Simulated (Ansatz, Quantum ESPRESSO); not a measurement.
# Aluminum (Fm-3m): electron-phonon coupling, part 4 of 4

Aim: phonons of metallic Aluminum (Fm-3m) and how strongly they couple to the electrons.

Quantum ESPRESSO 7.5; DFT LDA, scalar-relativistic, plane waves, PseudoDojo norm-conserving pseudopotentials.

So far, electron-phonon coupling constant: step 10 (sums over the zone) 0.391. Also logarithmic mean frequency weighted by the coupling (K): step 10 332.

## Step 11: The same in Ansatz (continued)

Table of alpha^2 F by phonon energy; read off at these points:

```csv
phonon energy (meV),alpha^2 F
1.0,0
2.0,7.9e-4
3.0,0.00204
4.0,0.00377
5.0,0.00569
6.0,0.00795
7.0,0.0108
8.0,0.0142
9.0,0.0179
10.0,0.0220
11.0,0.0259
12.0,0.0295
13.0,0.0335
14.0,0.0379
15.0,0.0434
16.0,0.0506
17.0,0.0606
18.0,0.0965
19.0,0.122
20.0,0.136
21.0,0.152
22.0,0.167
23.0,0.179
24.0,0.193
25.0,0.244
26.0,0.183
27.0,0.170
28.0,0.162
29.0,0.176
30.0,0.192
31.0,0.206
32.0,0.217
33.0,0.220
34.0,0.175
35.0,0.231
36.0,0.396
37.0,0.659
37.2,0.659
38.0,0.527
39.0,0.324
40.0,0.197
41.0,0.0271
```

## Step 12: Side by side: QE PseudoDojo and Ansatz, PseudoDojo

Worked out from the results:

| Item | Value |
| --- | --- |
| root-mean-square difference | 0 cm⁻¹ |
| largest difference | 0 cm⁻¹ |
| root-mean-square difference on the path | 0 cm⁻¹ |
| largest difference on the path | 0 cm⁻¹ |

The two runs side by side. Further quantities:

| quantity | QE PseudoDojo | Ansatz, PseudoDojo |
| --- | --- | --- |
| λ | 0.391 | 0.422 |
| ω_log (K) | 331.5 | 290.3 |

The interpolated bands of the two lie on top of each other.

At the solved wavevectors the largest difference (acoustic modes at Γ apart) is 0.003 % of the highest mode; λ differs by 7.3 %.

## Step 13: Outcome

```
space group after relaxation                                       : Fm-3m
volume per atom                                                    : 15.7 Å³
q mesh                                                             : 4×4×4
lowest mode on the q mesh (acoustic ones at the zone centre apart) : 116.1 cm⁻¹
zero-point energy per atom                                         : 40.3 meV
heat capacity at 300 K                                             : 22.7 J/(mol atoms K)
vibrational entropy at 300 K                                       : 26.4 J/(mol atoms K)
coupling constant for broadenings of 0.01 to 0.04 Ry               : 0.38 to 0.39
logarithmic mean frequency over the same range                     : 327 to 332 K
imaginary modes on the q mesh                                      : none
largest difference from Ansatz, PseudoDojo                         : 0 cm⁻¹
```

**Reading.** λ is about 0.39 and holds within 15 % over the middle broadenings, a weak coupling. λ is 0.39 by Gaussian broadening on the dense mesh and 0.42 by Ansatz's sums without a broadening; neither is converged in the meshes. Aluminum (Fm-3m) is dynamically stable on the 4×4×4 mesh; its spectrum reaches 333 cm⁻¹. QE PseudoDojo and Ansatz, PseudoDojo agree to 0.01 cm⁻¹ (0.003 % of the highest mode compared) on all solved modes but the acoustic ones at Γ. These are harmonic frequencies at zero temperature: anharmonic shifts and linewidths and thermal expansion are left out. In a metal the frequencies hang on the k mesh and the smearing, most of all near Kohn anomalies.

[Host names and launcher messages were left out of these logs when they were recorded.]

[Logs are printed without paths, hosts, clocks, repeated set-up lines and the standing remarks that a program may print on its own settings, such as how far it seeks lower states.]

[Hosts, paths, dates, database ids (printed as entryN), source tags and the programs' standing remarks are cut or masked in the printed files.]
